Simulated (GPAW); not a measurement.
**CsPbCl3 (Pm-3m): ε∞ against volume**

The cell of CsPbCl3 (Pm-3m) is scaled evenly and the response computed anew at each volume, on one mesh. The atoms keep their fractional positions.

Cell: a, b, c = 5.605, 5.605, 5.605 Å (primitive vectors), 5 atoms.

Method: GPAW 26.7.0, PBE, RPA, k-mesh 6×6×6, local fields up to 50 eV, Lorentzian half width 0.15 eV.

Launch of the response step: `OMP_NUM_THREADS=1 python df.py`. The series took 75.4 min in all, its band step included, on 1 thread of Arm Neoverse N1, on a shared host.

| V/V₀ | V (Å³, primitive cell) | ε∞ |
| --- | --- | --- |
| 0.94 | 165.52 | 4.349 |
| 0.97 | 170.80 | 4.111 |
| 1.00 | 176.09 | 3.924 |
| 1.03 | 181.37 | 3.775 |
| 1.06 | 186.65 | ? |

For small changes the quantity should be close to linear in ln V.

Working, on the rows shown:

| x = ln(V/V₀) | y = ε∞ |
| --- | --- |
| -0.0618754 | 4.349 |
| -0.0304592 | 4.111 |
| 0 | 3.924 |
| 0.0295588 | 3.775 |

Means: x̄ = -0.015694, ȳ = 4.0397. Σ(x − x̄)(y − ȳ) = -0.02913, Σ(x − x̄)² = 0.004645. Slope = -0.02913 / 0.004645 = -6.272; intercept = ȳ − slope · x̄ = 3.9413. The line misses the rows shown by at most 0.021.

**Question.** What does the fit predict for the withheld row, and how well does it do?

**Answer.** At x = 0.058269 the line gives y = 3.5759. The run gave 3.652, so the extrapolation is off by 0.076, 11 % of the range in the table. Beyond its data the fit drifts from the curve.

Between the rows on either side of x = 0 the slope is (3.775 − 4.111) / (0.029559 − (-0.030459)) = -5.598. So d ln ε∞/d ln V = -1.43 at V₀: ε∞ rises under slight compression. Fixed polarisabilities with Lorentz local fields (Clausius-Mossotti) would give −(ε − 1)(ε + 2)/3ε = -1.47, so the polarisability itself falls as the cell is compressed. Excitons are left out. The values come from a sum over the points of one k-mesh and carry its error, which grows as the direct gap shrinks. Spin-orbit coupling is left out.
